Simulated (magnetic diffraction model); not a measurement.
# Moment size from magnetic intensity in TbTmPtPb2

Space group C2/m (no. 12), a = 11.5810 Å, b = 4.6750 Å, c = 11.1490 Å, β = 118.79°.

```csv
site,atom,x,y,z
4i,Pb,0.0091,1/2,0.8758
4i,Pb,0.1475,1/2,0.5632
4i,Pt,0.7321,0,0.3734
4i,Tm,0.3101,1/2,0.8934
4i,Tb,0.9948,0,0.6744
```

This is a made-up structure (elements placed in a structure type, unrelaxed), so the numbers test the method and describe no known phase.

Only Tm and Tb are taken to order (form factors of Tm3+ and Tb3+); orders and moment sizes are assumed, and not adapted to the symmetry. Radiation: neutrons of λ = 2.0775 Å, 3° to 40°; isotropic B of 0.25 Å² (Pb), 0.32 Å² (Pt), 0.3 Å² (Tm) and 0.33 Å² (Tb). The intensities are simulated: I ∝ L Σ (|F_N|² + |F_M⊥|²) for unpolarised neutrons, with F_M = 2.695 fm/μB × Σ f(s) S exp(2πi Q·r) exp(−B s²) at Q = H ± k (one set where k and −k are equivalent), only the part normal to Q counting and L = 1/(sin²θ cos θ). For collinear order S is the moment m, which repeats by lattice and centring translations R with the sign exp(−2πi k·R). Form factors are spin-only for 3d ions and dipole or tabulated for f ions, scattering lengths are Sears's of 1992, and absorption is left out. A label names one of the reflections at its angle. The strongest nuclear line in the range is 100, and lines under 0.2 are left out.

In a first state the assumed order is k = (0 0 0), collinear moments along [010], 5.5 μB on Tm and 6.1 μB on Tb; signs + at (0.3101, 1/2, 0.8934), − at (0.6899, 1/2, 0.1066), − at (0.9948, 0, 0.6744), + at (0.0052, 0, 0.3256), with this pattern:

```csv
2θ (°),index,nuclear,magnetic
12.21,(0 0 1),100.0,65.8
20.69,(2 0 -1),65.8,684.2
23.62,(2 0 0),0.1,49.4
24.55,(2 0 -2),0.2,0.1
24.55,(0 0 2),8.7,417.8
28.32,(1 1 0),33.9,25.1
28.52,(1 1 -1),1.4,72.0
31.61,(2 0 1),20.5,50.1
33.02,(2 0 -3),13.2,1.3
33.20,(1 1 1),5.3,0.0
33.71,(1 1 -2),6.5,51.0
37.20,(0 0 3),0.4,56.5
```

**Question.** Nearer the ordering temperature the line at 20.69° has total intensity 236.8 on the same scale, and all moments have shrunk alike. How large is the Tm moment?

The nuclear part, 65.8, stays, so the magnetic part is 171.1 against 684.2. It goes as m², so m = 5.5 × √(171.1/684.2) = 2.75 μB; the value used was 2.75 μB.

[Logs are printed without paths, hosts, clocks, repeated set-up lines and the standing remarks that a program may print on its own settings, such as how far it seeks lower states.]
